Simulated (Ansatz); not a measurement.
System: Sr2CaTi3O9 (perovskite [001] superlattice) (P4mm).

The structure was built from a prototype and need not be the compound's stable phase.

```cif
data_structure
_symmetry_space_group_name_H-M 'P 1'
_symmetry_Int_Tables_number 1
_cell_length_a 3.8333
_cell_length_b 3.8333
_cell_length_c 11.5725
_cell_angle_alpha 90.000
_cell_angle_beta 90.000
_cell_angle_gamma 90.000
_cell_volume 170.05
loop_
_atom_site_label
_atom_site_type_symbol
_atom_site_fract_x
_atom_site_fract_y
_atom_site_fract_z
_atom_site_occupancy
Sr1 Sr 0.00000 0.00000 0.08887 1
O2 O 0.50000 0.50000 0.08054 1
Ti3 Ti 0.50000 0.50000 0.25617 1
O4 O 0.50000 0.00000 0.24710 1
O5 O 0.00000 0.50000 0.24710 1
Sr6 Sr 0.00000 0.00000 0.42502 1
O7 O 0.50000 0.50000 0.41638 1
Ti8 Ti 0.50000 0.50000 0.59170 1
O9 O 0.50000 0.00000 0.58392 1
O10 O 0.00000 0.50000 0.58392 1
Ca11 Ca 0.00000 0.00000 0.76072 1
O12 O 0.50000 0.50000 0.74997 1
Ti13 Ti 0.50000 0.50000 0.91957 1
O14 O 0.50000 0.00000 0.90914 1
O15 O 0.00000 0.50000 0.90914 1
```

The structure was relaxed with LDA. The runs that relaxed it are not among those shown.

Gaps computed with Ansatz 0.2.0 without a self-energy: LDA 1.82 eV and LDA+SOC 1.82 eV.

Q: What gap should G0W0 on LDA give (4×4×2 mesh, 329 empty bands, screening to 90 eV, PAW set soft_1 files)?

About 3.60 eV: on its mesh the run moves the gap from 1.81 eV by +1.79 eV. Bands and cutoff are finite, so the gap is not at the basis limit. The miss can reach some tenths of an eV and take either sign; the mesh is an error of its own. The 4×4×2 mesh is coarse for this cell (its supercell is 15 Å along the shortest edge). The RPA ε∞ on it, from the LDA start, is 5.90 and 6.35; such meshes misread the long-range screening, most where the gap is narrow. The many-body steps are scalar-relativistic: spin-orbit coupling is not in them.

[Paths, hosts, dates, memory and timing lines, banners, echoed tables and standing remarks are left out of the program output.]

[Logs are printed without paths, hosts, clocks, repeated set-up lines and the standing remarks that a program may print on its own settings, such as how far it seeks lower states.]

[Runs of the session that timed out or met a known fault of the program may be left out.]

[Cells called generated may have been cut or substituted from an entry of the Crystallography Open Database or the Materials Project.]

[Hosts, paths, dates, database ids (printed as entryN), source tags and the programs' standing remarks are cut or masked in the printed files.]
